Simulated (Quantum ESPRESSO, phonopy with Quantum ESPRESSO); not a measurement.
# KCl (Fm-3m): a volume series of phonon spectra, part 2 of 3

Wanted: mode Grüneisen parameters of KCl and a free-energy fit over volumes.

Measurements to reproduce:
- volume expansion coefficient 111.3 1e-6/K and heat capacity C_P per formula unit 51.7 J/mol/K near room temperature (given in “High-Throughput Prediction of Finite-Temperature Properties using the Quasi-Harmonic Approximation”, 2016, arXiv:1603.06924)
- volume expansion coefficient 114.9 1e-6/K near room temperature (given in “Descriptors for thermal expansion in solids”, 2017, arXiv:1701.03966)

Quantum ESPRESSO 7.5; DFT LDA, scalar-relativistic, plane waves, PseudoDojo norm-conserving pseudopotentials.

So far. Step 13 (Self-consistent run, V/V0 0.985): The run ends at a pressure of 0.38 GPa. Step 14 (Zone-centre response): The Born charges sum to zero within 0.0015 e; the rest is removed before use. Acoustic frequencies in this log differ from zero by the error of the sum rule, which ph.x does not impose.

## (15) Forces on a displaced cell

System of this step: KCl. It takes space group Imm2 (No. 44, orthorhombic). The conventional cell has a = 8.548 Å, b = 12.089 Å, c = 8.548 Å, α = 90.00°, β = 90.00°, γ = 90.00°. Nearest to K lie 6 Cl at 3.01 to 3.04 Å. Nearest to K lie 6 Cl at 3.02 Å. Nearest to Cl lie 6 K at 3.02 Å. Farther neighbours and most contacts between anions are not listed.

The input, disp-00001.in:

```
&CONTROL
  calculation = 'scf'
  prefix      = 'x'
  outdir      = './tmp'
  pseudo_dir  = './pseudo'
  tprnfor     = .true.
  disk_io     = 'none'
/
&SYSTEM
  ibrav       = 0
  nat         = 16
  ntyp        = 2
  ecutwfc     = 72.0
  occupations = 'fixed'
  nbnd        = 66
/
&ELECTRONS
  conv_thr         = 1.0d-11
  mixing_beta      = 0.7
  electron_maxstep = 100
/
ATOMIC_SPECIES
 K      39.0983  K.upf
 Cl     35.4500  Cl.upf
CELL_PARAMETERS angstrom
     0.000000000    6.044436121    6.044436121
     6.044436121    0.000000000    6.044436121
     6.044436121    6.044436121    0.000000000
ATOMIC_POSITIONS crystal
 K      0.002339695   0.000000000   0.000000000
 K      0.500000000   0.000000000   0.000000000
 K      0.000000000   0.500000000   0.000000000
 K      0.500000000   0.500000000   0.000000000
 K      0.000000000   0.000000000   0.500000000
 K      0.500000000   0.000000000   0.500000000
 K      0.000000000   0.500000000   0.500000000
 K      0.500000000   0.500000000   0.500000000
 Cl     0.250000000   0.250000000   0.250000000
 Cl     0.750000000   0.250000000   0.250000000
 Cl     0.250000000   0.750000000   0.250000000
 Cl     0.750000000   0.750000000   0.250000000
 Cl     0.250000000   0.250000000   0.750000000
 Cl     0.750000000   0.250000000   0.750000000
 Cl     0.250000000   0.750000000   0.750000000
 Cl     0.750000000   0.750000000   0.750000000
K_POINTS automatic
 3 3 3 0 0 0
```

Run with:

```console
> OMP_NUM_THREADS=1 mpirun -n 2 pw.x -nk 2 -in disp-00001.in > disp-00001.out
```

It took 2.8 min on 2 MPI ranks of Intel Xeon 6975P-C (Granite Rapids), shared host; 5.6 min of CPU time.

## (16) Lattice dynamics at this volume, V/V0 0.985

This step: DFT LDA, scalar-relativistic, plane waves, PseudoDojo norm-conserving pseudopotentials (phonopy with Quantum ESPRESSO 4.10.0 / 7.5).

Elapsed: 2.8 min, on 4 threads; 11 min of CPU time.

Phonopy, LO-TO term from ph.x's tensors. The phonon branches at the labelled points (cm⁻¹):

| point | branch 1 | branch 2 | branch 3 | branch 4 | branch 5 | branch 6 |
| --- | --- | --- | --- | --- | --- | --- |
| Γ | 0 | 0 | 0 | 167 | 167 | 226 |
| halfway | 45 | 45 | 128 | 171 | 171 | 178 |
| X | 55 | 55 | 104 | 172 | 172 | 178 |
| halfway | 62 | 72 | 101 | 169 | 171 | 178 |
| U | 80 | 93 | 105 | 160 | 167 | 178 |
| jump to K | 80 | 93 | 105 | 160 | 167 | 178 |
| halfway | 55 | 97 | 114 | 141 | 173 | 194 |
| Γ | 0 | 0 | 0 | 167 | 167 | 226 |
| halfway | 71 | 71 | 92 | 157 | 157 | 211 |
| L | 120 | 120 | 130 | 130 | 162 | 170 |
| halfway | 98 | 98 | 138 | 139 | 167 | 171 |
| W | 83 | 83 | 131 | 133 | 177 | 177 |
| halfway | 65 | 86 | 98 | 162 | 174 | 178 |
| X | 55 | 55 | 104 | 172 | 172 | 178 |

No mode is imaginary beyond numerical noise along the path. The highest zone-centre mode (no LO–TO term) moved by +3.5 % for a volume change of -1.5 %.

The time given is that of the 2 pw.x runs on displaced cells behind this step.

## (17) Self-consistent run, V/V0 1.03

This step: DFT LDA, scalar-relativistic, plane waves, PseudoDojo norm-conserving pseudopotentials (Quantum ESPRESSO 7.5).

System of this step: KCl. Symmetry: Fm-3m, No. 225, cubic system. The conventional cell has a = 6.135 Å, b = 6.135 Å, c = 6.135 Å, α = 90.00°, β = 90.00°, γ = 90.00°. K has 6 Cl at 3.07 Å nearest. Cl has 6 K at 3.07 Å nearest. Farther neighbours and most contacts between anions are not listed.

The input, scf.in:

```
&CONTROL
  calculation = 'scf'
  prefix      = 'x'
  outdir      = './tmp'
  pseudo_dir  = './pseudo'
  tprnfor     = .true.
  tstress     = .true.
/
&SYSTEM
  ibrav       = 0
  nat         = 2
  ntyp        = 2
  ecutwfc     = 72.0
  occupations = 'fixed'
  nbnd        = 10
/
&ELECTRONS
  conv_thr         = 1.0d-12
  mixing_beta      = 0.7
  electron_maxstep = 100
/
ATOMIC_SPECIES
 K      39.0983  K.upf
 Cl     35.4500  Cl.upf
CELL_PARAMETERS angstrom
     0.000000000    3.067558083    3.067558083
     3.067558083    0.000000000    3.067558083
     3.067558083    3.067558083    0.000000000
ATOMIC_POSITIONS crystal
 K      0.000000000   0.000000000   0.000000000
 Cl     0.500000000   0.500000000   0.500000000
K_POINTS automatic
 6 6 6 0 0 0
```

Run with:

```console
> OMP_NUM_THREADS=1 mpirun -n 4 pw.x -nk 4 -in scf.in > scf.out
```

Elapsed: 2.9 s, on 4 MPI ranks; 11 s of CPU time.

The run ends at a pressure of -0.67 GPa.

## (18) Zone-centre response

The input, ph.in:

```
phonons
&INPUTPH
  prefix = 'x'
  outdir = './tmp'
  fildyn = 'x.dyn'
  tr2_ph = 1.0d-18
  epsil  = .true.
/
0.000000000 0.000000000 0.000000000
```

scf.in is that of step 17.

Run with:

```console
> OMP_NUM_THREADS=1 mpirun -n 4 ph.x -nk 4 -in ph.in > ph.out
```

The job ended after 40 s (4 MPI ranks).

The Born charges sum to zero within 0.0015 e; the rest is removed before use. Acoustic frequencies in this log differ from zero by the error of the sum rule, which ph.x does not impose.

## (19) A displaced supercell

System of this step: KCl. Symmetry: Imm2, No. 44, orthorhombic system. The conventional cell has a = 8.676 Å, b = 12.270 Å, c = 8.676 Å, α = 90.00°, β = 90.00°, γ = 90.00°. Nearest to K lie 6 Cl at 3.05 to 3.08 Å. K has 6 Cl at 3.07 Å nearest. Nearest to K lie 6 Cl at 3.07 Å. Nearest to Cl lie 6 K at 3.07 Å. Farther neighbours and most contacts between anions are not listed.

disp-00001.in, as its differences from that of step 15:

```diff
@@ -25,7 +25,7 @@
 CELL_PARAMETERS angstrom
-     0.000000000    6.044436121    6.044436121
-     6.044436121    0.000000000    6.044436121
-     6.044436121    6.044436121    0.000000000
+     0.000000000    6.135116165    6.135116165
+     6.135116165    0.000000000    6.135116165
+     6.135116165    6.135116165    0.000000000
 ATOMIC_POSITIONS crystal
- K      0.002339695   0.000000000   0.000000000
+ K      0.002305113   0.000000000   0.000000000
  K      0.500000000   0.000000000   0.000000000
```

Run with:

```console
> OMP_NUM_THREADS=1 mpirun -n 2 pw.x -nk 2 -in disp-00001.in > disp-00001.out
```

It took 2.8 min on 2 MPI ranks; 5.6 min of CPU time.

## (20) Phonons, V/V0 1.03

This step: DFT LDA, scalar-relativistic, plane waves, PseudoDojo norm-conserving pseudopotentials (phonopy with Quantum ESPRESSO 4.10.0 / 7.5).

The job ended after 2.9 min (4 threads; 11 min of CPU time).

Phonopy, LO-TO term from ph.x's tensors. Phonon branches along the path, in cm⁻¹:

| point | branch 1 | branch 2 | branch 3 | branch 4 | branch 5 | branch 6 |
| --- | --- | --- | --- | --- | --- | --- |
| Γ | 0 | 0 | 0 | 151 | 151 | 214 |
| halfway | 47 | 47 | 115 | 154 | 154 | 170 |
| X | 59 | 59 | 107 | 154 | 154 | 158 |
| halfway | 64 | 73 | 104 | 151 | 154 | 158 |
| U | 76 | 96 | 102 | 143 | 151 | 159 |
| jump to K | 76 | 96 | 102 | 143 | 151 | 159 |
| halfway | 56 | 87 | 105 | 128 | 156 | 184 |
| Γ | 0 | 0 | 0 | 151 | 151 | 214 |
| halfway | 65 | 65 | 87 | 141 | 141 | 199 |
| L | 109 | 109 | 118 | 118 | 152 | 161 |
| halfway | 93 | 94 | 128 | 128 | 151 | 155 |
| W | 86 | 86 | 120 | 122 | 158 | 158 |
| halfway | 68 | 83 | 101 | 146 | 156 | 159 |
| X | 59 | 59 | 107 | 154 | 154 | 158 |

No mode is imaginary beyond numerical noise along the path. The highest zone-centre mode (no LO–TO term) moved by -6.7 % for a volume change of +3.0 %.

The time given is that of the 2 pw.x runs on displaced cells behind this step.

## (21) Ground state at this cell, V/V0 0.97

This step: DFT LDA, scalar-relativistic, plane waves, PseudoDojo norm-conserving pseudopotentials (Quantum ESPRESSO 7.5).

System of this step: KCl. The structure is cubic, space group Fm-3m (No. 225). Conventional cell: a = 6.014 Å, b = 6.014 Å, c = 6.014 Å, α = 90.00°, β = 90.00°, γ = 90.00°. Nearest to K lie 6 Cl at 3.01 Å. Nearest to Cl lie 6 K at 3.01 Å. Farther neighbours and most contacts between anions are not listed.

scf.in, as its differences from that of step 18:

```diff
@@ -25,5 +25,5 @@
 CELL_PARAMETERS angstrom
-     0.000000000    3.067558083    3.067558083
-     3.067558083    0.000000000    3.067558083
-     3.067558083    3.067558083    0.000000000
+     0.000000000    3.006798312    3.006798312
+     3.006798312    0.000000000    3.006798312
+     3.006798312    3.006798312    0.000000000
 ATOMIC_POSITIONS crystal
```

Run with:

```console
> OMP_NUM_THREADS=1 mpirun -n 4 pw.x -nk 4 -in scf.in > scf.out
```

Run time: 3.1 s. Hardware: 4 MPI ranks.

The run ends at a pressure of 0.79 GPa.

## (22) Zone-centre response

ph.in is that of step 18.

scf.in is that of step 21.

Run with:

```console
> OMP_NUM_THREADS=1 mpirun -n 4 ph.x -nk 4 -in ph.in > ph.out
```

The job ended after 39 s (4 MPI ranks).

ε∞:

```
2.55 0.00 0.00
0.00 2.55 0.00
0.00 0.00 2.55
```

The Born charges sum to zero within 0.0015 e; the rest is removed before use. Acoustic frequencies in this log differ from zero by the error of the sum rule, which ph.x does not impose.

## (23) A displaced supercell

System of this step: KCl. The structure is orthorhombic, space group Imm2 (No. 44). The conventional cell has a = 8.505 Å, b = 12.027 Å, c = 8.505 Å, α = 90.00°, β = 90.00°, γ = 90.00°. Nearest to K lie 6 Cl at 2.99 to 3.02 Å. Nearest to K lie 6 Cl at 3.01 Å. K has 6 Cl at 3.01 Å nearest. Nearest to Cl lie 6 K at 3.01 Å. Farther neighbours and most contacts between anions are not listed.

disp-00001.in, as its differences from that of step 19:

```diff
@@ -25,7 +25,7 @@
 CELL_PARAMETERS angstrom
-     0.000000000    6.135116165    6.135116165
-     6.135116165    0.000000000    6.135116165
-     6.135116165    6.135116165    0.000000000
+     0.000000000    6.013596625    6.013596625
+     6.013596625    0.000000000    6.013596625
+     6.013596625    6.013596625    0.000000000
 ATOMIC_POSITIONS crystal
- K      0.002305113   0.000000000   0.000000000
+ K      0.002351693   0.000000000   0.000000000
  K      0.500000000   0.000000000   0.000000000
```

Run with:

```console
> OMP_NUM_THREADS=1 mpirun -n 2 pw.x -nk 2 -in disp-00001.in > disp-00001.out
```

Run time: 2.8 min. Hardware: 2 MPI ranks.

## (24) Lattice dynamics at this volume, V/V0 0.97

This step: DFT LDA, scalar-relativistic, plane waves, PseudoDojo norm-conserving pseudopotentials (phonopy with Quantum ESPRESSO 4.10.0 / 7.5).

It took 2.9 min on 4 threads; 11 min of CPU time.

Phonopy, LO-TO term from ph.x's tensors. The phonon branches at the labelled points (cm⁻¹):

| point | branch 1 | branch 2 | branch 3 | branch 4 | branch 5 | branch 6 |
| --- | --- | --- | --- | --- | --- | --- |
| Γ | 0 | 0 | 0 | 173 | 173 | 231 |
| halfway | 44 | 44 | 133 | 177 | 177 | 180 |
| X | 54 | 54 | 103 | 178 | 178 | 185 |
| halfway | 62 | 72 | 100 | 175 | 177 | 185 |
| U | 81 | 92 | 106 | 166 | 173 | 184 |
| jump to K | 81 | 92 | 106 | 166 | 173 | 184 |
| halfway | 54 | 101 | 118 | 146 | 179 | 198 |
| Γ | 0 | 0 | 0 | 173 | 173 | 231 |
| halfway | 74 | 74 | 94 | 162 | 162 | 216 |
| L | 124 | 124 | 134 | 134 | 165 | 174 |
| halfway | 100 | 100 | 142 | 142 | 172 | 176 |
| W | 82 | 82 | 135 | 137 | 183 | 183 |
| halfway | 64 | 88 | 97 | 168 | 180 | 185 |
| X | 54 | 54 | 103 | 178 | 178 | 185 |

No mode is imaginary beyond numerical noise along the path. The highest zone-centre mode (no LO–TO term) moved by +7.1 % for a volume change of -3.0 %.

The time given is that of the 2 pw.x runs on displaced cells behind this step.

## (25) Ground state at this cell, V/V0 1.05

This step: DFT LDA, scalar-relativistic, plane waves, PseudoDojo norm-conserving pseudopotentials (Quantum ESPRESSO 7.5).

System of this step: KCl. The structure is cubic, space group Fm-3m (No. 225). Conventional cell: a = 6.175 Å, b = 6.175 Å, c = 6.175 Å, α = 90.00°, β = 90.00°, γ = 90.00°. Nearest to K lie 6 Cl at 3.09 Å. Cl has 6 K at 3.09 Å nearest. Farther neighbours and most contacts between anions are not listed.

scf.in, as its differences from that of step 22:

```diff
@@ -25,5 +25,5 @@
 CELL_PARAMETERS angstrom
-     0.000000000    3.006798312    3.006798312
-     3.006798312    0.000000000    3.006798312
-     3.006798312    3.006798312    0.000000000
+     0.000000000    3.087285686    3.087285686
+     3.087285686    0.000000000    3.087285686
+     3.087285686    3.087285686    0.000000000
 ATOMIC_POSITIONS crystal
```

Run with:

```console
> OMP_NUM_THREADS=1 mpirun -n 4 pw.x -nk 4 -in scf.in > scf.out
```

Run time: 3 s. Hardware: 4 MPI ranks; 11 s of CPU time.

The run ends at a pressure of -1.05 GPa.

## (26) Zone-centre response

ph.in is that of step 22.

scf.in is that of step 25.

Run with:

```console
> OMP_NUM_THREADS=1 mpirun -n 4 ph.x -nk 4 -in ph.in > ph.out
```

It took 41 s on 4 MPI ranks.

ε∞:

```
2.46 0.00 0.00
0.00 2.46 0.00
0.00 0.00 2.46
```

The Born charges sum to zero within 0.0015 e; the rest is removed before use. Acoustic frequencies in this log differ from zero by the error of the sum rule, which ph.x does not impose.

## (27) A displaced supercell

System of this step: KCl. The structure is orthorhombic, space group Imm2 (No. 44). Conventional cell: a = 8.732 Å, b = 12.349 Å, c = 8.732 Å, α = 90.00°, β = 90.00°, γ = 90.00°. Nearest to K lie 6 Cl at 3.07 to 3.10 Å. Nearest to K lie 6 Cl at 3.09 Å. K has 6 Cl at 3.09 Å nearest. Nearest to Cl lie 6 K at 3.09 Å. Farther neighbours and most contacts between anions are not listed.

disp-00001.in, as its differences from that of step 23:

```diff
@@ -25,7 +25,7 @@
 CELL_PARAMETERS angstrom
-     0.000000000    6.013596625    6.013596625
-     6.013596625    0.000000000    6.013596625
-     6.013596625    6.013596625    0.000000000
+     0.000000000    6.174571373    6.174571373
+     6.174571373    0.000000000    6.174571373
+     6.174571373    6.174571373    0.000000000
 ATOMIC_POSITIONS crystal
- K      0.002351693   0.000000000   0.000000000
+ K      0.002290383   0.000000000   0.000000000
  K      0.500000000   0.000000000   0.000000000
```

Run with:

```console
> OMP_NUM_THREADS=1 mpirun -n 2 pw.x -nk 2 -in disp-00001.in > disp-00001.out
```

Run time: 2.8 min. Hardware: 2 MPI ranks.

## (28) Phonons, V/V0 1.05

This step: DFT LDA, scalar-relativistic, plane waves, PseudoDojo norm-conserving pseudopotentials (phonopy with Quantum ESPRESSO 4.10.0 / 7.5).

Elapsed: 2.9 min, on 4 threads.

[end of part 2 of 3]

[Logs are printed without paths, hosts, clocks, repeated set-up lines and the standing remarks that a program may print on its own settings, such as how far it seeks lower states.]

[Hosts, paths, dates, database ids (printed as entryN), source tags and the programs' standing remarks are cut or masked in the printed files.]

[A step with changed settings may run another functional than the one named; its input shows which.]

[Of the runs on displaced cells, only some may be shown.]
